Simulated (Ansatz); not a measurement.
# La on Cu(111): change of the work function, part 2 of 3

Wanted: Δφ(θ) for La/Cu(111), starting from the fcc site.

Ansatz 0.2.0; plane-wave DFT, PBE, Ansatz PAW.

So far, work function, upper face (eV): step 2 (the clean slab) 4.79.

## 3. Adsorbate added, k-mesh 4×4×1, coverage 0.111 ML

System of this step: La/Cu(111). The cell holds 37 atoms: 36 Cu and 1 La. Its edges and angles: a = 7.658 Å, b = 7.658 Å, c = 27.418 Å, α = 90.0°, β = 90.0°, γ = 60.0°. Vacuum lies along c.

The clean slab as it ended is repeated in the plane and the adsorbate is set on one face; the cell's size fixes the coverage, and the k-mesh shrinks with it to keep the sampling density about even. Adsorbate and upper layers relax, since the dipole depends on the height.

input.yaml

```yaml
crystal:
  lattice:
    - [7.6579664403, 1.0e-10, 0.0]
    - [3.8289832201, 6.6319934787, 0.0]
    - [0.0, 0.0, 27.418134228]
  atoms:
    - { symbol: Cu, position: [0.0, 0.0, 0.3282499066] }
    - { symbol: Cu, position: [0.1111111111, 0.1111111111, 0.4042665478] }
    - { symbol: Cu, position: [0.2222222222, 0.2222222222, 0.480283189] }
    - { symbol: Cu, position: [0.0, 0.0, 0.5562998302] }
    - { symbol: Cu, position: [0.0, 0.3333333333, 0.3282499066] }
    - { symbol: Cu, position: [0.1111111111, 0.4444444444, 0.4042665478] }
    - { symbol: Cu, position: [0.2222222222, 0.5555555556, 0.480283189] }
    - { symbol: Cu, position: [0.0, 0.3333333333, 0.5562998302] }
    - { symbol: Cu, position: [0.0, 0.6666666667, 0.3282499066] }
    - { symbol: Cu, position: [0.1111111111, 0.7777777778, 0.4042665478] }
    - { symbol: Cu, position: [0.2222222222, 0.8888888889, 0.480283189] }
    - { symbol: Cu, position: [0.0, 0.6666666667, 0.5562998302] }
    - { symbol: Cu, position: [0.3333333333, 0.0, 0.3282499066] }
    - { symbol: Cu, position: [0.4444444444, 0.1111111111, 0.4042665478] }
    - { symbol: Cu, position: [0.5555555556, 0.2222222222, 0.480283189] }
    - { symbol: Cu, position: [0.3333333333, 0.0, 0.5562998302] }
    - { symbol: Cu, position: [0.3333333333, 0.3333333333, 0.3282499066] }
    - { symbol: Cu, position: [0.4444444444, 0.4444444444, 0.4042665478] }
    - { symbol: Cu, position: [0.5555555556, 0.5555555556, 0.480283189] }
    - { symbol: Cu, position: [0.3333333333, 0.3333333333, 0.5562998302] }
    - { symbol: Cu, position: [0.3333333333, 0.6666666667, 0.3282499066] }
    - { symbol: Cu, position: [0.4444444444, 0.7777777778, 0.4042665478] }
    - { symbol: Cu, position: [0.5555555556, 0.8888888889, 0.480283189] }
    - { symbol: Cu, position: [0.3333333333, 0.6666666667, 0.5562998302] }
    - { symbol: Cu, position: [0.6666666667, 0.0, 0.3282499066] }
    - { symbol: Cu, position: [0.7777777778, 0.1111111111, 0.4042665478] }
    - { symbol: Cu, position: [0.8888888889, 0.2222222222, 0.480283189] }
    - { symbol: Cu, position: [0.6666666667, 0.0, 0.5562998302] }
    - { symbol: Cu, position: [0.6666666667, 0.3333333333, 0.3282499066] }
    - { symbol: Cu, position: [0.7777777778, 0.4444444444, 0.4042665478] }
    - { symbol: Cu, position: [0.8888888889, 0.5555555556, 0.480283189] }
    - { symbol: Cu, position: [0.6666666667, 0.3333333333, 0.5562998302] }
    - { symbol: Cu, position: [0.6666666667, 0.6666666667, 0.3282499066] }
    - { symbol: Cu, position: [0.7777777778, 0.7777777778, 0.4042665478] }
    - { symbol: Cu, position: [0.8888888889, 0.8888888889, 0.480283189] }
    - { symbol: Cu, position: [0.6666666667, 0.6666666667, 0.5562998302] }
    - { symbol: La, position: [0.1111111111, 0.1111111111, 0.6717500934] }
kpoints:
  mp_grid: { grid: [4, 4, 1] }
hamiltonian:
  xc: pbe
scf:
  occupations: { method: fermi_dirac, width: 0.1 }
  convergence: { dr2_threshold: 1.0e-08 }
efield:
  axis: 3
  dipole_correction: true
  ramp_position: 0.97
  ramp_width: 0.06
relax:
  f_tol: 0.02
  max_steps: 60
  constraints:
    - { sites: [0, 1, 4, 5, 8, 9, 12, 13, 16, 17, 20, 21, 24, 25, 28, 29, 32, 33] }
output:
  write_potential: true
  write_density: true
  volumetric_format: npy
```

The run is started by

```sh
> ansatz run input.yaml --threads 4 --pin off --max-ram 16384MiB --backend cpu --events-out ev --progress --plain --runs-dir out
```

Numbers of over 12 decimals in the logs are rounded to 6 here.

Log:

```text
[...]
Crystal: 37 atoms, lattice volume = 1392.501 Å³
Basis set: ecut = 420 eV, 27169 PW (Γ), exchange–correlation on 108×108×384 points (8 copies of the dense FFT grid, shifted against one another)
Bands: 417, of which v1, the nominal top of the filled ones, is band 348 counted from 1 (347 counted from 0)
Symmetry: 6 space group operations
[...]
k-points: 4 of 16 (time reversal used)
[...]
SCF iter   1: F=—  HF=-244747.864875 eV  |F-HF|=—  |Δ(HF+E_count)|=         —  Δρ=5.23e-2  dr2=1.93e2  ethr=1.77e-3  p=0.907 e·Å  D=1.18e-1 V/Å  ΔV_dip=-3.23 eV  dr2_dipole=6.63e1  V_vac-E_F(+/−)=1.89/5.12 eV  ⟨swp⟩=6.2  Hψ=6659  notcnv=0  defer=83
[...]
SCF iter  19: F=-244746.651947 eV  HF=-244746.651947 eV  |F-HF|=4.30e-8  |Δ(HF+E_count)|=   9.75e-9  Δρ=2.60e-7  dr2=1.64e-9  ethr=1.44e-12  p=0.639 e·Å  D=8.30e-2 V/Å  ΔV_dip=-2.28 eV  dr2_dipole=2.77e-10  V_vac-E_F(+/−)=2.52/4.80 eV  ⟨swp⟩=9.0  Hψ=10025  notcnv=0
SCF 1 converged in 19 iterations: F = -244746.651947 eV  dr2 = 1.64e-9
[...]
relax step   1: F+E_penalty+E_count = -244746.65194719 eV  Δ(F+E_penalty+E_count) = +0.000e0 eV  max|allowed force component| = 2.214e0 eV/Å  Δτ_max = 0.0000 Å  (19 SCF iters, accepted)
[...]
iter 1 solved again at ethr=1.75e-5 eV; its pass at ethr=3.10e-3 eV (dr2=1.21e-1 eV) is discarded
[...]
SCF iter  14: F=-244747.117884 eV  HF=-244747.117884 eV  |F-HF|=2.26e-8  |Δ(HF+E_count)|=   4.46e-8  Δρ=5.33e-7  dr2=7.41e-9  ethr=1.44e-12  p=0.673 e·Å  D=8.74e-2 V/Å  ΔV_dip=-2.40 eV  dr2_dipole=1.06e-9  V_vac-E_F(+/−)=2.41/4.81 eV  ⟨swp⟩=7.0  Hψ=11364  notcnv=0
SCF 2 converged in 14 iterations: F = -244747.117884 eV  dr2 = 7.41e-9
relax step   2: F+E_penalty+E_count = -244747.11788426 eV  Δ(F+E_penalty+E_count) = -4.659e-1 eV  max|allowed force component| = 2.289e0 eV/Å  Δτ_max = 0.1949 Å  (14 SCF iters, accepted)
SCF iter   1: F=—  HF=-244747.612202 eV  |F-HF|=—  |Δ(HF+E_count)|=         —  Δρ=2.35e-3  dr2=1.12e-1  ethr=1.71e-4  p=0.673 e·Å  D=8.74e-2 V/Å  ΔV_dip=-2.40 eV  dr2_dipole=4.82e-3  V_vac-E_F(+/−)=2.42/4.81 eV  ⟨swp⟩=5.5  Hψ=3864  notcnv=0  defer=123
[...]
SCF iter  14: F=-244747.594821 eV  HF=-244747.594820 eV  |F-HF|=4.37e-8  |Δ(HF+E_count)|=   2.14e-8  Δρ=7.54e-7  dr2=8.27e-9  ethr=1.44e-12  p=0.705 e·Å  D=9.17e-2 V/Å  ΔV_dip=-2.51 eV  dr2_dipole=4.35e-10  V_vac-E_F(+/−)=2.30/4.82 eV  ⟨swp⟩=7.0  Hψ=11682  notcnv=0
SCF 3 converged in 14 iterations: F = -244747.594821 eV  dr2 = 8.27e-9
[...]
relax step   3: F+E_penalty+E_count = -244747.59482054 eV  Δ(F+E_penalty+E_count) = -4.769e-1 eV  max|allowed force component| = 2.120e0 eV/Å  Δτ_max = 0.1942 Å  (14 SCF iters, accepted)
[...]
relax step   4: F+E_penalty+E_count = -244747.98652575 eV  Δ(F+E_penalty+E_count) = -3.917e-1 eV  max|allowed force component| = 1.544e0 eV/Å  Δτ_max = 0.1958 Å  (15 SCF iters, accepted)
[...]
relax step   5: F+E_penalty+E_count = -244748.21188976 eV  Δ(F+E_penalty+E_count) = -2.254e-1 eV  max|allowed force component| = 5.469e-1 eV/Å  Δτ_max = 0.1950 Å  (14 SCF iters, accepted)
[...]
relax step   6: F+E_penalty+E_count = -244748.31907309 eV  Δ(F+E_penalty+E_count) = -1.072e-1 eV  max|allowed force component| = 2.041e-1 eV/Å  Δτ_max = 0.1835 Å  (16 SCF iters, accepted)
[...]
relax step   7: F+E_penalty+E_count = -244748.33368145 eV  Δ(F+E_penalty+E_count) = -1.461e-2 eV  max|allowed force component| = 1.031e-1 eV/Å  Δτ_max = 0.0589 Å  (14 SCF iters, accepted)
SCF iter   1: F=—  HF=-244748.339438 eV  |F-HF|=—  |Δ(HF+E_count)|=         —  Δρ=7.52e-4  dr2=4.64e-3  ethr=6.19e-6  p=0.726 e·Å  D=9.43e-2 V/Å  ΔV_dip=-2.59 eV  dr2_dipole=4.47e-5  V_vac-E_F(+/−)=2.22/4.81 eV  ⟨swp⟩=3.0  Hψ=3082  notcnv=0  defer=138
[...]
SCF iter  12: F=-244748.338031 eV  HF=-244748.338030 eV  |F-HF|=3.11e-8  |Δ(HF+E_count)|=   8.32e-9  Δρ=2.90e-7  dr2=1.16e-9  ethr=1.44e-12  p=0.728 e·Å  D=9.46e-2 V/Å  ΔV_dip=-2.59 eV  dr2_dipole=6.77e-11  V_vac-E_F(+/−)=2.22/4.81 eV  ⟨swp⟩=7.0  Hψ=11415  notcnv=0
SCF 8 converged in 12 iterations: F = -244748.338031 eV  dr2 = 1.16e-9
relax step   8: F+E_penalty+E_count = -244748.33803051 eV  Δ(F+E_penalty+E_count) = -4.349e-3 eV  max|allowed force component| = 3.487e-3 eV/Å  Δτ_max = 0.0219 Å  (12 SCF iters, accepted)
NSCF: frozen V_eff on 4 k-points
[...]
WARN: The output density's exchange-correlation potential varies sharply where the density is thin. Do not read a vacuum level from v_tot or v_xc, or from such a field of the output density. On a cell that repeats whose density bears no net charge and no dipole along the vacuum's axis use v_es (v_loc + v_h of the components); under efield.dipole_correction with no amplitude use v_es + v_field, which holds any externa [...]
SCF converged after 12 iterations
Free energy (F): -244748.338031 eV
[...]
Internal energy: -244747.759338 eV  (E = F + TS)
E sigma→0 (E₀):  -244748.048684 eV
Entropy (-TS):   -0.578693 eV (-15.640 meV/atom)
Fermi energy:    3.169773 eV
Dipole field:    D = 0.094605 V/Å  (p = 0.728030 e·Å, saw-weighted, corrected)
Work function:   Φ+ = 2.2159 eV   Φ− = 4.8098 eV
[...]
--- Forces (eV/Å), atoms counted from 1 ---
  atom   1  Cu    -0.00089296    -0.00051555    -0.01359293
  atom   2  Cu    -0.00000000     0.00000000    -0.08149150
  atom   3  Cu    -0.00114423    -0.00066062    -0.00109045
  atom   4  Cu     0.00224528     0.00129631    -0.00021865
  atom   5  Cu    -0.00000000     0.00103110    -0.01359293
  atom   6  Cu     0.03055549     0.03427739     0.03378414
  atom   7  Cu     0.00177070    -0.00102232     0.00344225
  atom   8  Cu     0.00000000    -0.00259263    -0.00021865
  atom   9  Cu    -0.01256856     0.00725646    -0.01504300
  atom  10  Cu    -0.01440735    -0.04360052     0.03378414
  atom  11  Cu    -0.00000000     0.00132124    -0.00109045
  atom  12  Cu     0.00183512    -0.00105951    -0.00160681
  atom  13  Cu     0.00089296    -0.00051555    -0.01359293
  atom  14  Cu     0.04496283     0.00932313     0.03378414
  atom  15  Cu    -0.00000000     0.00204463     0.00344225
  atom  16  Cu    -0.00224528     0.00129631    -0.00021865
  atom  17  Cu     0.00077608     0.00044807    -0.00019807
  atom  18  Cu     0.00000000     0.00000000     0.15363151
  atom  19  Cu    -0.00177070    -0.00102232     0.00344225
  atom  20  Cu     0.00059148     0.00034149    -0.00348721
  atom  21  Cu     0.00000000    -0.00089615    -0.00019807
  atom  22  Cu     0.01440735    -0.04360052     0.03378414
  atom  23  Cu     0.00064027    -0.00036966    -0.00057861
  atom  24  Cu     0.00000000    -0.00068298    -0.00348721
  atom  25  Cu     0.00000000    -0.01451293    -0.01504300
  atom  26  Cu    -0.04496283     0.00932313     0.03378414
  atom  27  Cu     0.00114423    -0.00066062    -0.00109045
  atom  28  Cu    -0.00000000     0.00211902    -0.00160681
  atom  29  Cu    -0.00077608     0.00044807    -0.00019807
  atom  30  Cu    -0.03055549     0.03427739     0.03378414
  atom  31  Cu    -0.00000000     0.00073931    -0.00057861
  atom  32  Cu    -0.00059148     0.00034149    -0.00348721
  atom  33  Cu     0.01256856     0.00725646    -0.01504300
  atom  34  Cu    -0.00000000     0.00000000    -0.17857110
  atom  35  Cu    -0.00064027    -0.00036966    -0.00057861
  atom  36  Cu    -0.00183512    -0.00105951    -0.00160681
  atom  37  La     0.00000000     0.00000000     0.00082221
  max |Σ_I F_I| component: 2.45e-5 eV/Å
--- Band table (eV) ---
  k-point 0: bands = [... 344 lower, 2.4310, 2.4310, 2.5793, 2.6015, 2.6015, 2.6201, 2.6952, 3.8370, ... 65 higher]
  k-point 1: bands = [... 344 lower, 2.3287, 2.3763, 2.4528, 3.1166, 3.2074, 3.2117, 3.5456, 3.6286, ... 65 higher]
  k-point 2: bands = [... 344 lower, 2.9787, 2.9896, 2.9941, 3.3710, 3.3859, 3.4025, 3.4662, 3.7063, ... 65 higher]
  k-point 3: bands = [... 344 lower, 3.0006, 3.1377, 3.1928, 3.3001, 3.3213, 3.3957, 3.4680, 3.6068, ... 65 higher]
--- Relaxed structure (8 steps of the walk, 8 accepted, 0 SCFs on fresh bases) ---
  F+E_penalty+E_count = -244748.33803051 eV   max|allowed force component| = 3.487e-3 eV/Å
  atoms:
    - { symbol: Cu, position: [1.1111113280699718e-11, 1.111111328069972e-11, 0.3282499066] }
    - { symbol: Cu, position: [0.111111, 0.111111, 0.404267] }
    - { symbol: Cu, position: [0.222841, 0.222841, 0.479358] }
    - { symbol: Cu, position: [-0.00400408, -0.00400408, 0.553579] }
    - { symbol: Cu, position: [1.1111139786024182e-11, 0.333333, 0.3282499066] }
    - { symbol: Cu, position: [0.111111, 0.444444, 0.404267] }
    - { symbol: Cu, position: [0.222937, 0.555198, 0.481779] }
    - { symbol: Cu, position: [-0.00400408, 0.341341, 0.553579] }
    - { symbol: Cu, position: [-2.2222224060897133e-11, 0.666667, 0.3282499066] }
    - { symbol: Cu, position: [0.111111, 0.777778, 0.404267] }
    - { symbol: Cu, position: [0.222841, 0.887651, 0.479358] }
    - { symbol: Cu, position: [-0.000104783, 0.666719, 0.558427] }
    - { symbol: Cu, position: [0.333333, 1.1111113280699722e-11, 0.3282499066] }
    - { symbol: Cu, position: [0.444444, 0.111111, 0.404267] }
    - { symbol: Cu, position: [0.555198, 0.222937, 0.481779] }
    - { symbol: Cu, position: [0.341341, -0.00400408, 0.553579] }
    - { symbol: Cu, position: [0.333333, 0.333333, 0.3282499066] }
    - { symbol: Cu, position: [0.444444, 0.444444, 0.404267] }
    - { symbol: Cu, position: [0.555198, 0.555198, 0.481779] }
    - { symbol: Cu, position: [0.331890, 0.331890, 0.559592] }
    - { symbol: Cu, position: [0.333333, 0.666667, 0.3282499066] }
    - { symbol: Cu, position: [0.444444, 0.777778, 0.404267] }
    - { symbol: Cu, position: [0.558895, 0.887219, 0.479536] }
    - { symbol: Cu, position: [0.331890, 0.669554, 0.559592] }
    - { symbol: Cu, position: [0.666667, -2.2222204306928896e-11, 0.3282499066] }
    - { symbol: Cu, position: [0.777778, 0.111111, 0.404267] }
    - { symbol: Cu, position: [0.887651, 0.222841, 0.479358] }
    - { symbol: Cu, position: [0.666719, -0.000104783, 0.558427] }
    - { symbol: Cu, position: [0.666667, 0.333333, 0.3282499066] }
    - { symbol: Cu, position: [0.777778, 0.444444, 0.404267] }
    - { symbol: Cu, position: [0.887219, 0.558895, 0.479536] }
    - { symbol: Cu, position: [0.669554, 0.331890, 0.559592] }
    - { symbol: Cu, position: [0.666667, 0.666667, 0.3282499066] }
    - { symbol: Cu, position: [0.777778, 0.777778, 0.404267] }
    - { symbol: Cu, position: [0.887219, 0.887219, 0.479536] }
    - { symbol: Cu, position: [0.666719, 0.666719, 0.558427] }
    - { symbol: La, position: [0.111111, 0.111111, 0.635261] }
```

Wall time 26 min (4 threads of Arm Neoverse V1, shared host); peak memory 10 GiB; 77 min of CPU time.

Relaxation path:

| step | energy less that of the first step (eV) | largest force component (eV/Å) |
| --- | --- | --- |
| 1 | 0.0000 | 2.2136 |
| 2 | -0.4659 | 2.2892 |
| 3 | -0.9429 | 2.1196 |
| 4 | -1.3346 | 1.5437 |
| 5 | -1.5599 | 0.5469 |
| 6 | -1.6671 | 0.2041 |
| 7 | -1.6817 | 0.1031 |
| 8 | -1.6861 | 0.0035 |

Forces are held to the 6 operations that the run works with; a distortion that breaks them can't arise in this run.

The atoms that moved most (Å):

| atom | dx | dy | dz | length |
| --- | --- | --- | --- | --- |
| La37 | 0.000 | 0.000 | -1.000 | 1.000 |
| Cu20 | -0.017 | -0.010 | 0.090 | 0.092 |
| Cu32 | 0.017 | -0.010 | 0.090 | 0.092 |
| Cu24 | 0.000 | 0.019 | 0.090 | 0.092 |
| Cu4 | -0.046 | -0.027 | -0.075 | 0.092 |
| Cu16 | 0.046 | -0.027 | -0.075 | 0.092 |
| Cu8 | 0.000 | 0.053 | -0.075 | 0.092 |
| Cu12 | -0.001 | 0.000 | 0.058 | 0.058 |

The relaxed structure:

```cif
data_structure
_symmetry_space_group_name_H-M 'P 1'
_symmetry_Int_Tables_number 1
_cell_length_a 7.6580
_cell_length_b 7.6580
_cell_length_c 27.4181
_cell_angle_alpha 90.000
_cell_angle_beta 90.000
_cell_angle_gamma 60.000
_cell_volume 1392.50
loop_
_atom_site_label
_atom_site_type_symbol
_atom_site_fract_x
_atom_site_fract_y
_atom_site_fract_z
_atom_site_occupancy
Cu1 Cu 0.00000 0.00000 0.32825 1
Cu2 Cu 0.11111 0.11111 0.40427 1
Cu3 Cu 0.22284 0.22284 0.47936 1
Cu4 Cu 0.99600 0.99600 0.55358 1
Cu5 Cu 0.00000 0.33333 0.32825 1
Cu6 Cu 0.11111 0.44444 0.40427 1
Cu7 Cu 0.22294 0.55520 0.48178 1
Cu8 Cu 0.99600 0.34134 0.55358 1
Cu9 Cu 0.00000 0.66667 0.32825 1
Cu10 Cu 0.11111 0.77778 0.40427 1
Cu11 Cu 0.22284 0.88765 0.47936 1
Cu12 Cu 0.99990 0.66672 0.55843 1
Cu13 Cu 0.33333 0.00000 0.32825 1
Cu14 Cu 0.44444 0.11111 0.40427 1
Cu15 Cu 0.55520 0.22294 0.48178 1
Cu16 Cu 0.34134 0.99600 0.55358 1
Cu17 Cu 0.33333 0.33333 0.32825 1
Cu18 Cu 0.44444 0.44444 0.40427 1
Cu19 Cu 0.55520 0.55520 0.48178 1
Cu20 Cu 0.33189 0.33189 0.55959 1
Cu21 Cu 0.33333 0.66667 0.32825 1
Cu22 Cu 0.44444 0.77778 0.40427 1
Cu23 Cu 0.55889 0.88722 0.47954 1
Cu24 Cu 0.33189 0.66955 0.55959 1
Cu25 Cu 0.66667 0.00000 0.32825 1
Cu26 Cu 0.77778 0.11111 0.40427 1
Cu27 Cu 0.88765 0.22284 0.47936 1
Cu28 Cu 0.66672 0.99990 0.55843 1
Cu29 Cu 0.66667 0.33333 0.32825 1
Cu30 Cu 0.77778 0.44444 0.40427 1
Cu31 Cu 0.88722 0.55889 0.47954 1
Cu32 Cu 0.66955 0.33189 0.55959 1
Cu33 Cu 0.66667 0.66667 0.32825 1
Cu34 Cu 0.77778 0.77778 0.40427 1
Cu35 Cu 0.88722 0.88722 0.47954 1
Cu36 Cu 0.66672 0.66672 0.55843 1
La37 La 0.11111 0.11111 0.63526 1
```

This step gave:

```yaml
energy_at_zero_smearing: -244748.0487 eV
work_function_upper_face: 2.216 eV
work_function_lower_face: 4.810 eV
dipole_along_the_normal: 0.7280 e·Å
step_between_the_vacuum_levels: -2.594 eV
```

Running mean over 2.084 Å of the planar mean; the ramp of the sawtooth is left out. Table of electron's electrostatic potential energy less the Fermi level by z:

| z (Å) | electron's electrostatic potential energy less the Fermi level (eV) |
| --- | --- |
| 3.5 | 4.81 |
| 4.0 | 4.81 |
| 4.5 | 4.81 |
| 5.0 | 4.81 |
| 5.5 | 4.79 |
| 6.0 | 4.76 |
| 6.5 | 4.62 |
| 7.0 | 4.13 |
| 7.5 | 2.01 |
| 8.0 | -2.75 |
| 8.5 | -7.10 |
| 9.0 | -8.56 |
| 9.5 | -8.76 |
| 10.0 | -8.80 |
| 10.5 | -8.84 |
| 11.0 | -8.86 |
| 11.5 | -8.85 |
| 12.0 | -8.83 |
| 12.5 | -8.81 |
| 13.0 | -8.81 |
| 13.5 | -8.77 |
| 14.0 | -8.60 |
| 14.5 | -8.57 |
| 15.0 | -8.70 |
| 15.5 | -8.48 |
| 16.0 | -6.52 |
| 16.5 | -2.71 |
| 17.0 | -0.207 |
| 17.5 | 0.0915 |
| 18.0 | 0.287 |
| 18.5 | 0.843 |
| 19.0 | 1.51 |
| 19.5 | 1.94 |
| 20.0 | 2.10 |
| 20.5 | 2.16 |
| 21.0 | 2.19 |
| 21.5 | 2.21 |
| 22.0 | 2.21 |
| 22.5 | 2.21 |
| 23.0 | 2.22 |
| 23.5 | 2.22 |
| 24.0 | 2.22 |

The relaxation took 8 steps and lowered the energy by 1.7 eV; the largest force on the free atoms ends at 0.0035 eV/Å.

The covered face has 2.22 eV, -2.57 eV against the clean one; the bare back face has moved by +0.02 eV, a measure of how thin the slab is.

[end of part 2 of 3]

[Logs are printed without paths, hosts, clocks, repeated set-up lines and the standing remarks that a program may print on its own settings, such as how far it seeks lower states.]

[Hosts, paths, dates, database ids (printed as entryN), source tags and the programs' standing remarks are cut or masked in the printed files.]

[Maps of the electrostatic potential energy from Ansatz leave out the sawtooth potential of an applied field or a dipole correction, so their vacuum need not be flat; planar profiles and work functions include it.]
